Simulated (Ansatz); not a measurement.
# How Be(0001) screens a field

Wanted: the response of a Be(0001) slab to a perpendicular field.

Method: plane-wave DFT, LDA, Ansatz PAW, in Ansatz 0.2.0.

## Step 1: Set-up

The cell holds 7 atoms: 7 Be. Cell: a = 2.290 Å, b = 2.290 Å, c = 28.765 Å, α = 90.0°, β = 90.0°, γ = 60.0°. Vacuum lies along c.

## Step 2: Atoms held, field 0

A sawtooth potential applies the field, turning back in the middle of the vacuum. With the dipole correction the typed value is the field outside the slab. The induced dipole is small, so the SCF threshold is tight.

input.yaml reads:

```yaml
crystal:
  lattice:
    - [2.29, 0.0, 0.0]
    - [1.145, 1.9831981747, 0.0]
    - [0.0, 0.0, 28.76529]
  atoms:
    - { symbol: Be, position: [0.0, 0.0, 0.3128770821] }
    - { symbol: Be, position: [0.6666666667, 0.6666666667, 0.375251388] }
    - { symbol: Be, position: [0.0, 0.0, 0.437625694] }
    - { symbol: Be, position: [0.6666666667, 0.6666666667, 0.5] }
    - { symbol: Be, position: [0.0, 0.0, 0.562374306] }
    - { symbol: Be, position: [0.6666666667, 0.6666666667, 0.624748612] }
    - { symbol: Be, position: [0.0, 0.0, 0.6871229179] }
kpoints:
  mp_grid: { grid: [24, 24, 1] }
hamiltonian:
  xc: lda
scf:
  occupations: { method: fermi_dirac, width: 0.1 }
  convergence: { dr2_threshold: 1.0e-10 }
efield:
  axis: 3
  dipole_correction: true
  ramp_position: 0.97
  ramp_width: 0.06
  amplitude: 0
output:
  forces: true
  write_potential: true
  write_density: true
  volumetric_format: npy
```

On the command line:

```bash
$ ansatz run input.yaml --threads 2 --pin off --max-ram 3072MiB --backend cpu --events-out ev --progress --plain --runs-dir out
```

Numbers of over 12 decimals in the logs are rounded to 6 here.

What it wrote:

```text
Engine: ansatz 0.2.0, x86_64-unknown-linux-gnu
Pseudopotentials: kind: paw
Pseudopotential: Be, paw, valence charge 2, recommended cutoff 420 eV (normal), Be.paw.azcp
Functional definition: SPW92
  exchange = slater_x
  correlation = pw_c
Crystal: 7 atoms, lattice volume = 130.638 Å³
Basis set: ecut = 420 eV, 2521 PW (Γ)
Bands: 14, of which v1, the nominal top of the filled ones, is band 7 counted from 1 (6 counted from 0)
Symmetry: 6 space group operations
k-points: 61 of 576 (time reversal used)
Non-local potential: Be, projectors of the file, l = 0: 2, l = 1: 2, l = 2: 1
PAW form: soft (Blöchl's): semilocal exchange-correlation on the pseudo side does not see the compensation charge
PAW frozen core: Be, regenerated for the run's functional, and the local potential with it (the file was generated under x = pbe(κ = 0.804, μ = 0.219515), c = pbe(β = 0.066725))
PAW one-centre angular grid: Be, 110 points (default); XC on 64 Gauss nodes
Initial density: superposition of atomic densities (neutral atoms: chi_scale 0, normalization atom), corrected by the library's trained network
Initial wavefunctions: pseudopotential atomic-orbital guess
Functional: x = slater, c = lda
SCF iter   1: F=—  HF=-616.364132 eV  |F-HF|=—  |Δ(HF+E_count)|=         —  Δρ=2.40e-3  dr2=2.39e-2  ethr=1.77e-3  p=0.000 e·Å  D=1.00e-14 V/Å  ΔV_dip=-0.00 eV  dr2_dipole=1.75e-11  V_vac-E_F(+/−)=5.65/5.65 eV  ⟨swp⟩=11.5  Hψ=9440  notcnv=0  defer=23
efield: sawtooth ramp at fractional position 0.9700 (set: `efield.ramp_position`, or a place that a band, a saddle search or an elastic batch's reference lends), width 0.0600; the density the first Hamiltonian is built on has a dipole p = 0.000 e·Å; the dipole correction subtracts the counter field D = 1.00e-14 V/Å, which shifts the + side's vacuum level by -0.00 eV against the − side's; the planar-averaged density in the ramp window peaks in size at 4.5e-6 e/Å³
preconditioner: auto → LDOS  [metal: Δε(μ)=0.112 eV  Ē_g=8.605 eV  σ=0.100 eV  W_gap=0.27  n_scr=16 (ndim 8)  ℏωp=12.2 eV  f_vac=0.475  D(μ)=1.29/eV (n_scr^D=12)  β→1.0]
SCF iter   2: F=—  HF=-616.363113 eV  |F-HF|=—  |Δ(HF+E_count)|=   1.02e-3  Δρ=8.80e-4  dr2=3.66e-3  ethr=1.71e-4  p=0.000 e·Å  D=7.46e-6 V/Å  ΔV_dip=-0.00 eV  dr2_dipole=1.03e-9  V_vac-E_F(+/−)=5.49/5.49 eV  ⟨swp⟩=2.2  Hψ=1695  notcnv=0  defer=29
SCF iter   3: F=—  HF=-616.362272 eV  |F-HF|=—  |Δ(HF+E_count)|=   8.40e-4  Δρ=3.23e-4  dr2=5.23e-4  ethr=2.62e-5  p=-0.000 e·Å  D=-7.78e-7 V/Å  ΔV_dip=0.00 eV  dr2_dipole=3.60e-12  V_vac-E_F(+/−)=5.49/5.49 eV  ⟨swp⟩=2.4  Hψ=1257  notcnv=0  defer=29
SCF iter   4: F=—  HF=-616.362155 eV  |F-HF|=—  |Δ(HF+E_count)|=   1.17e-4  Δρ=6.83e-5  dr2=2.26e-5  ethr=3.74e-6  p=0.000 e·Å  D=5.67e-7 V/Å  ΔV_dip=-0.00 eV  dr2_dipole=1.75e-10  V_vac-E_F(+/−)=5.50/5.50 eV  ⟨swp⟩=2.4  Hψ=1233  notcnv=0  defer=29
SCF iter   5: F=—  HF=-616.362154 eV  |F-HF|=—  |Δ(HF+E_count)|=   1.04e-6  Δρ=9.60e-6  dr2=4.50e-7  ethr=1.62e-7  p=-0.000 e·Å  D=-1.70e-7 V/Å  ΔV_dip=0.00 eV  dr2_dipole=1.06e-12  V_vac-E_F(+/−)=5.50/5.50 eV  ⟨swp⟩=2.3  Hψ=1165  notcnv=0  defer=29
SCF iter   6: F=—  HF=-616.362153 eV  |F-HF|=—  |Δ(HF+E_count)|=   3.61e-7  Δρ=1.18e-6  dr2=7.54e-9  ethr=3.22e-9  p=-0.000 e·Å  D=-1.54e-8 V/Å  ΔV_dip=0.00 eV  dr2_dipole=6.03e-13  V_vac-E_F(+/−)=5.50/5.50 eV  ⟨swp⟩=2.5  Hψ=1306  notcnv=0  defer=29
SCF iter   7: F=—  HF=-616.362153 eV  |F-HF|=—  |Δ(HF+E_count)|=  8.24e-10  Δρ=2.50e-7  dr2=1.01e-10  ethr=5.39e-11  p=-0.000 e·Å  D=-3.17e-8 V/Å  ΔV_dip=0.00 eV  dr2_dipole=4.95e-14  V_vac-E_F(+/−)=5.50/5.50 eV  ⟨swp⟩=2.5  Hψ=1320  notcnv=0  defer=29
SCF iter   8: F=-616.362153 eV  HF=-616.362153 eV  |F-HF|=2.00e-11  |Δ(HF+E_count)|=  1.26e-10  Δρ=9.13e-8  dr2=3.63e-11  ethr=1.00e-12  p=0.000 e·Å  D=1.60e-8 V/Å  ΔV_dip=-0.00 eV  dr2_dipole=1.64e-14  V_vac-E_F(+/−)=5.50/5.50 eV  ⟨swp⟩=14.5  Hψ=6286  notcnv=0
SCF 1 converged in 8 iterations: F = -616.362153 eV  dr2 = 3.63e-11
  greatest PAW one-centre occupation: 0.359 electrons in one spin orbital (limit 2), on the Be atom at site 5 (counted from 0), in its partial waves of l = 0
WARN: The output density's exchange-correlation potential varies sharply where the density is thin. Do not read a vacuum level from v_tot or v_xc, or from such a field of the output density. On a cell that repeats whose density bears no net charge and no dipole along the vacuum's axis use v_es (v_loc + v_h of the components); under efield.dipole_correction with no amplitude use v_es + v_field, which holds any externa [...]
SCF converged after 8 iterations
Free energy (F): -616.362153 eV
Harris-Foulkes:  -616.362153 eV  (|F-HF|=2.00e-11)
Internal energy: -616.318695 eV  (E = F + TS)
E sigma→0 (E₀):  -616.340424 eV
Entropy (-TS):   -0.043459 eV (-6.208 meV/atom)
Fermi energy:    0.098660 eV
Dipole field:    D = -0.000000 V/Å  (p = -0.000000 e·Å, saw-weighted, corrected)
Work function:   Φ+ = 5.5026 eV   Φ− = 5.5026 eV
Levels:          The Fermi level and band energies are counted from a zero that moves with the ramp; work functions are not
--- Per-component energies (eV) ---
  E_band       = -57.055434
  E_kinetic    = 141.144171
  E_local      = -5919.850429  (includes V_loc(G=0)·N_el)
  E_nonlocal   = 32.600453
  E_hartree    = 2921.127779
  E_xc         = -134.681896
  E_vxc        = -142.494619  (∫ρ·V_xc dr)
  E_paw        = -385.656730  (= ΣΔE_a)
  E_vpaw       = -10.710644  (= ΣTr[D̂ρ^β])
  E_aug_tail   = -0.000005  (compensation charges beyond the density's cutoff)
  E_efield     = 0.000000  (sawtooth field / dipole correction)
  E_vefield    = 0.000000  (∫n·V_field dr)
  E_ewald      = 2728.785952
  E_core_change = 0.212010  (= ΣΔE_core)
  E_smearing   = -0.043459  (= −TS)
  E_closure    = 0.000000  (closes the sum)
  Σ components = -616.362153   (vs F -616.362153, Δ=0.00e0)
--- Forces (eV/Å), atoms counted from 1 ---
  atom   1  Be     0.00000000    -0.00000000     0.06365005
  atom   2  Be    -0.00000000     0.00000000     0.08267177
  atom   3  Be     0.00000000    -0.00000000     0.00738873
  atom   4  Be    -0.00000000     0.00000000    -0.00000894
  atom   5  Be     0.00000000    -0.00000000    -0.00737526
  atom   6  Be    -0.00000000     0.00000000    -0.08267732
  atom   7  Be     0.00000000    -0.00000000    -0.06364843
  max |Σ_I F_I| component: 6.05e-7 eV/Å
--- Band table (eV; the first three rows and the last of 61) ---
  k-point 0: bands = [... 3 lower, -7.9250, -6.5802, -5.0972, -2.5349, -2.2496, 2.7523, 4.3854, 5.0712, ... 3 higher]
  k-point 1: bands = [... 3 lower, -7.8753, -6.5291, -5.0423, -2.4814, -2.1904, 2.7759, 4.4302, 5.1309, ... 3 higher]
  k-point 2: bands = [... 3 lower, -7.7262, -6.3759, -4.8781, -2.3216, -2.0133, 2.8452, 4.5613, 5.3092, ... 3 higher]
  k-point 60: bands = [... 3 lower, -0.7364, -0.6707, -0.4419, -0.4356, -0.0233, 0.8380, 0.8380, 1.2810, ... 3 higher]
```

It took 20 s on 2 threads of AMD EPYC 7R43, shared host; peak memory 0.42 GiB; 37 s of CPU time.

The column dr2 measures how far the density is from self-consistency, as an energy; F and HF (Harris–Foulkes) agree once it is small.

This step gave:

```
energy at zero smearing   : -616.3404 eV
work function, upper face : 5.503 eV
dipole along the normal   : -1.42e-7 e·Å
```

Running mean over 1.794 Å of the planar mean; the ramp of the sawtooth is left out. Electron's electrostatic potential energy less the Fermi level against z:

```csv
z (Å),electron's electrostatic potential energy less the Fermi level (eV)
3.5,5.50
4.0,5.50
4.5,5.50
5.0,5.50
5.5,5.49
6.0,5.47
6.5,5.37
7.0,4.99
7.5,3.72
8.0,0.121
8.5,-4.19
9.0,-5.93
9.5,-6.27
10.0,-6.38
10.5,-6.49
11.0,-6.58
11.5,-6.67
12.0,-6.75
12.5,-6.81
13.0,-6.85
13.5,-6.88
14.0,-6.90
14.5,-6.90
15.0,-6.89
15.5,-6.87
16.0,-6.83
16.5,-6.78
17.0,-6.71
17.5,-6.62
18.0,-6.54
18.5,-6.44
19.0,-6.33
19.5,-6.18
20.0,-5.43
20.5,-2.36
21.0,2.16
21.5,4.49
22.0,5.23
22.5,5.43
23.0,5.48
23.5,5.50
24.0,5.50
24.5,5.50
25.0,5.50
25.5,5.50
```

Force by atom:

```csv
atom,x (eV/Å),y (eV/Å),z (eV/Å),size
Be1,0.0000,0.0000,0.0637,0.0637
Be2,0.0000,0.0000,0.0827,0.0827
Be3,0.0000,0.0000,0.0074,0.0074
Be4,0.0000,0.0000,0.0000,0.0000
Be5,0.0000,0.0000,-0.0074,0.0074
Be6,0.0000,0.0000,-0.0827,0.0827
Be7,0.0000,0.0000,-0.0636,0.0636
```

The work function of the upper face is 5.50 eV.

## Step 3: Single point, field 0.05 V/Å

Changes to input.yaml since step 2:

```diff
@@ -25,3 +25,3 @@
   ramp_width: 0.06
-  amplitude: 0
+  amplitude: 0.05
 output:
```

What it wrote:

```text
[...]
Crystal: 7 atoms, lattice volume = 130.638 Å³
Basis set: ecut = 420 eV, 2521 PW (Γ)
Bands: 14, of which v1, the nominal top of the filled ones, is band 7 counted from 1 (6 counted from 0)
Symmetry: 6 space group operations
k-points: 61 of 576 (time reversal used)
[...]
k-point 0: bands = [... 3 lower, -7.9251, -6.5803, -5.0973, -2.5351, -2.2495, 2.7521, 4.3794, 5.0624, ... 3 higher]
  k-point 1: bands = [... 3 lower, -7.8754, -6.5292, -5.0424, -2.4816, -2.1904, 2.7757, 4.4245, 5.1217, ... 3 higher]
  k-point 2: bands = [... 3 lower, -7.7263, -6.3760, -4.8782, -2.3218, -2.0133, 2.8450, 4.5565, 5.2992, ... 3 higher]
  k-point 60: bands = [... 3 lower, -0.7364, -0.6708, -0.4420, -0.4357, -0.0234, 0.8371, 0.8386, 1.2809, ... 3 higher]
[key lines of the parts left out:]
SCF converged after 10 iterations
Free energy (F): -616.362582 eV
Fermi energy:    0.098564 eV
Dipole field:    D = 0.023723 V/Å  (p = 0.017127 e·Å, saw-weighted, corrected)
```

It took 25 s on 2 threads; peak memory 0.39 GiB; 48 s of CPU time.

The dipole is 0.0171 e·Å.

## Step 4: Single point, field -0.05 V/Å

Changes to input.yaml since step 3:

```diff
@@ -25,3 +25,3 @@
   ramp_width: 0.06
-  amplitude: 0.05
+  amplitude: -0.05
 output:
```

What it wrote:

```text
[...]
Crystal: 7 atoms, lattice volume = 130.638 Å³
Basis set: ecut = 420 eV, 2521 PW (Γ)
Bands: 14, of which v1, the nominal top of the filled ones, is band 7 counted from 1 (6 counted from 0)
Symmetry: 6 space group operations
k-points: 61 of 576 (time reversal used)
[...]
k-point 0: bands = [... 3 lower, -7.9251, -6.5803, -5.0973, -2.5351, -2.2495, 2.7521, 4.3794, 5.0624, ... 3 higher]
  k-point 1: bands = [... 3 lower, -7.8754, -6.5292, -5.0424, -2.4816, -2.1904, 2.7757, 4.4245, 5.1217, ... 3 higher]
  k-point 2: bands = [... 3 lower, -7.7263, -6.3760, -4.8782, -2.3218, -2.0133, 2.8450, 4.5565, 5.2992, ... 3 higher]
  k-point 60: bands = [... 3 lower, -0.7364, -0.6708, -0.4420, -0.4357, -0.0234, 0.8371, 0.8386, 1.2809, ... 3 higher]
[key lines of the parts left out:]
SCF converged after 10 iterations
Free energy (F): -616.362582 eV
Fermi energy:    0.098563 eV
Dipole field:    D = -0.023722 V/Å  (p = -0.017126 e·Å, saw-weighted, corrected)
```

Elapsed: 25 s, on 2 threads; peak memory 0.39 GiB.

The dipole is -0.0171 e·Å.

## Step 5: Single point, field 0.1 V/Å

Changes to input.yaml since step 4:

```diff
@@ -25,3 +25,3 @@
   ramp_width: 0.06
-  amplitude: -0.05
+  amplitude: 0.1
 output:
```

What it wrote:

```text
[...]
Crystal: 7 atoms, lattice volume = 130.638 Å³
Basis set: ecut = 420 eV, 2521 PW (Γ)
Bands: 14, of which v1, the nominal top of the filled ones, is band 7 counted from 1 (6 counted from 0)
Symmetry: 6 space group operations
k-points: 61 of 576 (time reversal used)
[...]
k-point 0: bands = [... 3 lower, -7.9254, -6.5806, -5.0976, -2.5358, -2.2494, 2.7513, 4.3610, 5.0360, ... 3 higher]
  k-point 1: bands = [... 3 lower, -7.8757, -6.5294, -5.0427, -2.4823, -2.1903, 2.7749, 4.4071, 5.0944, ... 3 higher]
  k-point 2: bands = [... 3 lower, -7.7266, -6.3763, -4.8785, -2.3225, -2.0132, 2.8443, 4.5416, 5.2692, ... 3 higher]
  k-point 60: bands = [... 3 lower, -0.7367, -0.6711, -0.4423, -0.4360, -0.0237, 0.8361, 0.8391, 1.2807, ... 3 higher]
[key lines of the parts left out:]
SCF converged after 10 iterations
Free energy (F): -616.363866 eV
Fermi energy:    0.098291 eV
Dipole field:    D = 0.047446 V/Å  (p = 0.034254 e·Å, saw-weighted, corrected)
```

The job ended after 21 s (2 threads; peak memory 0.39 GiB).

The dipole is 0.0343 e·Å.

## Step 6: Single point, field -0.1 V/Å

Changes to input.yaml since step 5:

```diff
@@ -25,3 +25,3 @@
   ramp_width: 0.06
-  amplitude: 0.1
+  amplitude: -0.1
 output:
```

What it wrote:

```text
[...]
Crystal: 7 atoms, lattice volume = 130.638 Å³
Basis set: ecut = 420 eV, 2521 PW (Γ)
Bands: 14, of which v1, the nominal top of the filled ones, is band 7 counted from 1 (6 counted from 0)
Symmetry: 6 space group operations
k-points: 61 of 576 (time reversal used)
[...]
k-point 0: bands = [... 3 lower, -7.9254, -6.5806, -5.0976, -2.5358, -2.2494, 2.7513, 4.3610, 5.0360, ... 3 higher]
  k-point 1: bands = [... 3 lower, -7.8757, -6.5294, -5.0427, -2.4823, -2.1903, 2.7749, 4.4071, 5.0944, ... 3 higher]
  k-point 2: bands = [... 3 lower, -7.7266, -6.3763, -4.8785, -2.3225, -2.0132, 2.8443, 4.5416, 5.2692, ... 3 higher]
  k-point 60: bands = [... 3 lower, -0.7367, -0.6711, -0.4423, -0.4360, -0.0237, 0.8361, 0.8391, 1.2807, ... 3 higher]
[key lines of the parts left out:]
SCF converged after 10 iterations
Free energy (F): -616.363866 eV
Fermi energy:    0.098291 eV
Dipole field:    D = -0.047445 V/Å  (p = -0.034253 e·Å, saw-weighted, corrected)
```

It took 23 s on 2 threads; peak memory 0.38 GiB; 44 s of CPU time.

The dipole is -0.0343 e·Å.

## Step 7: Single point, field 0.2 V/Å

Changes to input.yaml since step 6:

```diff
@@ -25,3 +25,3 @@
   ramp_width: 0.06
-  amplitude: -0.1
+  amplitude: 0.2
 output:
```

What it wrote:

```text
[...]
Crystal: 7 atoms, lattice volume = 130.638 Å³
Basis set: ecut = 420 eV, 2521 PW (Γ)
Bands: 14, of which v1, the nominal top of the filled ones, is band 7 counted from 1 (6 counted from 0)
Symmetry: 6 space group operations
k-points: 61 of 576 (time reversal used)
[...]
k-point 0: bands = [... 3 lower, -7.9265, -6.5817, -5.0987, -2.5386, -2.2488, 2.7480, 4.2818, 4.9226, ... 3 higher]
  k-point 1: bands = [... 3 lower, -7.8768, -6.5306, -5.0438, -2.4850, -2.1897, 2.7717, 4.3315, 4.9779, ... 3 higher]
  k-point 2: bands = [... 3 lower, -7.7278, -6.3774, -4.8796, -2.3251, -2.0128, 2.8414, 4.4765, 5.1441, ... 3 higher]
  k-point 60: bands = [... 3 lower, -0.7379, -0.6722, -0.4434, -0.4371, -0.0248, 0.8334, 0.8394, 1.2795, ... 3 higher]
[key lines of the parts left out:]
SCF converged after 10 iterations
Free energy (F): -616.369004 eV
Fermi energy:    0.097197 eV
Dipole field:    D = 0.094897 V/Å  (p = 0.068511 e·Å, saw-weighted, corrected)
```

Elapsed: 15 s, on 2 threads; peak memory 0.35 GiB; 28 s of CPU time.

The dipole is 0.0685 e·Å.

## Step 8: Atoms held, field -0.2 V/Å

Changes to input.yaml since step 7:

```diff
@@ -25,3 +25,3 @@
   ramp_width: 0.06
-  amplitude: 0.2
+  amplitude: -0.2
 output:
```

What it wrote:

```text
[...]
Crystal: 7 atoms, lattice volume = 130.638 Å³
Basis set: ecut = 420 eV, 2521 PW (Γ)
Bands: 14, of which v1, the nominal top of the filled ones, is band 7 counted from 1 (6 counted from 0)
Symmetry: 6 space group operations
k-points: 61 of 576 (time reversal used)
[...]
k-point 0: bands = [... 3 lower, -7.9265, -6.5817, -5.0987, -2.5386, -2.2488, 2.7480, 4.2818, 4.9226, ... 3 higher]
  k-point 1: bands = [... 3 lower, -7.8768, -6.5306, -5.0438, -2.4850, -2.1897, 2.7717, 4.3315, 4.9779, ... 3 higher]
  k-point 2: bands = [... 3 lower, -7.7278, -6.3774, -4.8796, -2.3251, -2.0128, 2.8414, 4.4765, 5.1441, ... 3 higher]
  k-point 60: bands = [... 3 lower, -0.7379, -0.6722, -0.4434, -0.4371, -0.0248, 0.8334, 0.8394, 1.2795, ... 3 higher]
[key lines of the parts left out:]
SCF converged after 10 iterations
Free energy (F): -616.369004 eV
Fermi energy:    0.097197 eV
Dipole field:    D = -0.094897 V/Å  (p = -0.068511 e·Å, saw-weighted, corrected)
```

Wall time 20 s (2 threads); peak memory 0.4 GiB; 39 s of CPU time.

The dipole is -0.0685 e·Å.

## Step 9: Atoms held, field 0.4 V/Å

Changes to input.yaml since step 8:

```diff
@@ -25,3 +25,3 @@
   ramp_width: 0.06
-  amplitude: -0.2
+  amplitude: 0.4
 output:
@@ -31 +31,2 @@
   volumetric_format: npy
+  elf: true
```

What it wrote:

```text
[...]
Crystal: 7 atoms, lattice volume = 130.638 Å³
Basis set: ecut = 420 eV, 2521 PW (Γ)
Bands: 14, of which v1, the nominal top of the filled ones, is band 7 counted from 1 (6 counted from 0)
Symmetry: 6 space group operations
k-points: 61 of 576 (time reversal used)
[...]
k-point 0: bands = [... 3 lower, -7.9311, -6.5863, -5.1033, -2.5496, -2.2466, 2.7334, 3.9314, 4.6372, ... 3 higher]
  k-point 1: bands = [... 3 lower, -7.8814, -6.5352, -5.0484, -2.4958, -2.1878, 2.7577, 3.9903, 4.6867, ... 3 higher]
  k-point 2: bands = [... 3 lower, -7.7324, -6.3820, -4.8842, -2.3354, -2.0114, 2.8289, 4.1651, 4.8337, ... 3 higher]
  k-point 60: bands = [... 3 lower, -0.7424, -0.6768, -0.4480, -0.4418, -0.0294, 0.8258, 0.8378, 1.2749, ... 3 higher]
[key lines of the parts left out:]
SCF converged after 10 iterations
Free energy (F): -616.389560 eV
Fermi energy:    0.092791 eV
Dipole field:    D = 0.189836 V/Å  (p = 0.137053 e·Å, saw-weighted, corrected)
```

Elapsed: 25 s, on 2 threads; peak memory 0.39 GiB.

Running mean over 1.794 Å of the planar mean, with the applied field; the ramp of the sawtooth is left out. Table of electron's electrostatic potential energy less the Fermi level by z:

```csv
z (Å),electron's electrostatic potential energy less the Fermi level (eV)
4,4.09
5,4.49
6,4.85
7,4.72
8,0.0639
9,-5.93
10,-6.38
11,-6.58
12,-6.75
13,-6.85
14,-6.90
15,-6.89
16,-6.83
17,-6.71
18,-6.54
19,-6.32
20,-5.43
21,2.25
22,5.59
23,6.22
24,6.63
25,7.03
```

The dipole is 0.137 e·Å.

(Continued in part 2 of 2.)

[Logs are printed without paths, hosts, clocks, repeated set-up lines and the standing remarks that a program may print on its own settings, such as how far it seeks lower states.]

[Hosts, paths, dates, database ids (printed as entryN), source tags and the programs' standing remarks are cut or masked in the printed files.]

[Maps of the electrostatic potential energy from Ansatz leave out the sawtooth potential of an applied field or a dipole correction, so their vacuum need not be flat; planar profiles and work functions include it.]
